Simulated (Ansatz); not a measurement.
# Gap against volume in Pnnm (COD entry) AlH3, size series (288 atoms)

The cell holds 288 atoms: 72 Al and 216 H. Cell: a = 16.155 Å, b = 14.511 Å, c = 11.449 Å, α = 90.0°, β = 90.0°, γ = 90.0°. It derives from AlH3 (Pnnm, COD entry), repeated 3×2×2. The starting structure: Pnnm (COD entry) AlH3 (cell 5.381, 7.356, 5.775, 90, 90, 90), 3 x 2 x 2 conventional cells; ideal positions.

Calculated with Ansatz 0.2.0: Kohn-Sham DFT, LDA, PAW (set soft_2), plane waves; cutoff 420 eV, Γ point, gaussian smearing of 0.05 eV. The relaxed cell was scaled evenly and the atoms were relaxed at each volume. The gap is that between the highest filled and the lowest empty Kohn-Sham level on the run's k-points.

| volume (Å³/atom) | gap (eV) |
| --- | --- |
| 8.3878 | 3.123 |
| 8.7606 | 3.133 |
| 9.0402 | 3.098 |
| 9.3198 | 3.018 |
| 9.5994 | ? |
| 9.8790 | 2.887 |

**Question.** Fit a straight line in ln V to the rows given and interpolate to the withheld row.

**Working.**

A volume deformation potential makes the spacing linear in u = ln(V/V0), with V0 = 9.3198 Å³ the relaxed volume; v is the spacing.

| u = ln(V/V0) | v (eV) |
| --- | --- |
| -0.105360 | 3.1233 |
| -0.0618756 | 3.1331 |
| -0.0304598 | 3.0981 |
| 0 | 3.0179 |
| 0.0582690 | 2.8873 |

With n = 5: mean u = -0.0278854, mean v = 3.05194, Σ(u − ū)² = 0.015365, Σ(u − ū)(v − v̄) = -0.023540. Slope b = -0.023540 / 0.015365 = -1.5321; intercept a = v̄ − b ū = 3.0092.

At the withheld volume u = 0.02956, and v = a + b u.

Prediction at 9.5994: 2.964 eV. The run gave 2.942 eV, so the fit is high by 0.022 eV (0.76 % of the value).

The rows follow a line only loosely (correlation 0.94 in size over all rows, under the 0.97 asked here), so the slope of -1.53 eV is a mean trend and no deformation potential. Among the rows given, the largest miss of the fit is at 8.3878, by 0.047 eV (19 % of the range of the table).

Limits: The table spans 16 % in volume, wide for a linear law. Local or semilocal functionals tend to put gaps under measured ones. Only the Γ point is sampled. The mesh needn't hold the band edges.

[Hosts, paths, dates, database ids (printed as entryN), source tags and the programs' standing remarks are cut or masked in the printed files.]
